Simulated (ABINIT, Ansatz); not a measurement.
An input for ABINIT 10.8.3 (Rb2LiAlF6 (Fm-3m)):

```
acell 3*1.0 Angstrom
rprim 
  0.000000000000 4.113943000000 4.113943000000
  4.113943000000 0.000000000000 4.113943000000
  4.113943000000 4.113943000000 -0.000000000000
ntypat 4
znucl 37 3 13 9
natom 10
typat 1 1 2 3 4 4 4 4 4 4
xred 
  0.750000000000 0.750000000000 0.750000000000
  0.250000000000 0.250000000000 0.250000000000
  0.500000000000 0.500000000000 0.500000000000
  0.000000000000 0.000000000000 0.000000000000
  0.774175000000 0.225825000000 0.225825000000
  0.225825000000 0.225825000000 0.774175000000
  0.225825000000 0.774175000000 0.774175000000
  0.225825000000 0.774175000000 0.225825000000
  0.774175000000 0.225825000000 0.774175000000
  0.774175000000 0.774175000000 0.225825000000
pp_dirpath "pseudos"
pseudos "Rb.upf, Li.upf, Al.upf, F.upf"
ecut 36
ngkpt 2 2 2
nshiftk 1
shiftk 0 0 0
kptopt 1
chksymbreak 0
istwfk *1
occopt 1
irdwfk 1
optdriver 3
nband 259
ecuteps 6.5
inclvkb 2
awtr 1
symchi 1
indata_prefix "in"
outdata_prefix "out"
tmpdata_prefix "tmp"
```

```sh
OMP_NUM_THREADS=1 mpirun -n 4 abinit run.abi > log
```

Question: Estimate wall time and host memory on 4 MPI ranks of Arm Neoverse V1, shared host.

It took 1.9 min; on shared hardware allow 58 s to 3.9 min. Peak host memory was 2.5 GiB.

[Paths, hosts, dates, memory and timing lines, banners, echoed tables and standing remarks are left out of the program output.]

[Logs are printed without paths, hosts, clocks, repeated set-up lines and the standing remarks that a program may print on its own settings, such as how far it seeks lower states.]

[Runs of the session that timed out or met a known fault of the program may be left out.]

[Hosts, paths, dates, database ids (printed as entryN), source tags and the programs' standing remarks are cut or masked in the printed files.]

[G0W0 gaps are taken among the corrected bands and points alone; a level outside them can change the order at an edge.]

[Where Ansatz stands beside ABINIT at settings called matched, ABINIT's density can come from a denser mesh and the files from another edition; pairs whose starting gaps differed by over 0.03 eV were left out, so agreement reads better than it is.]
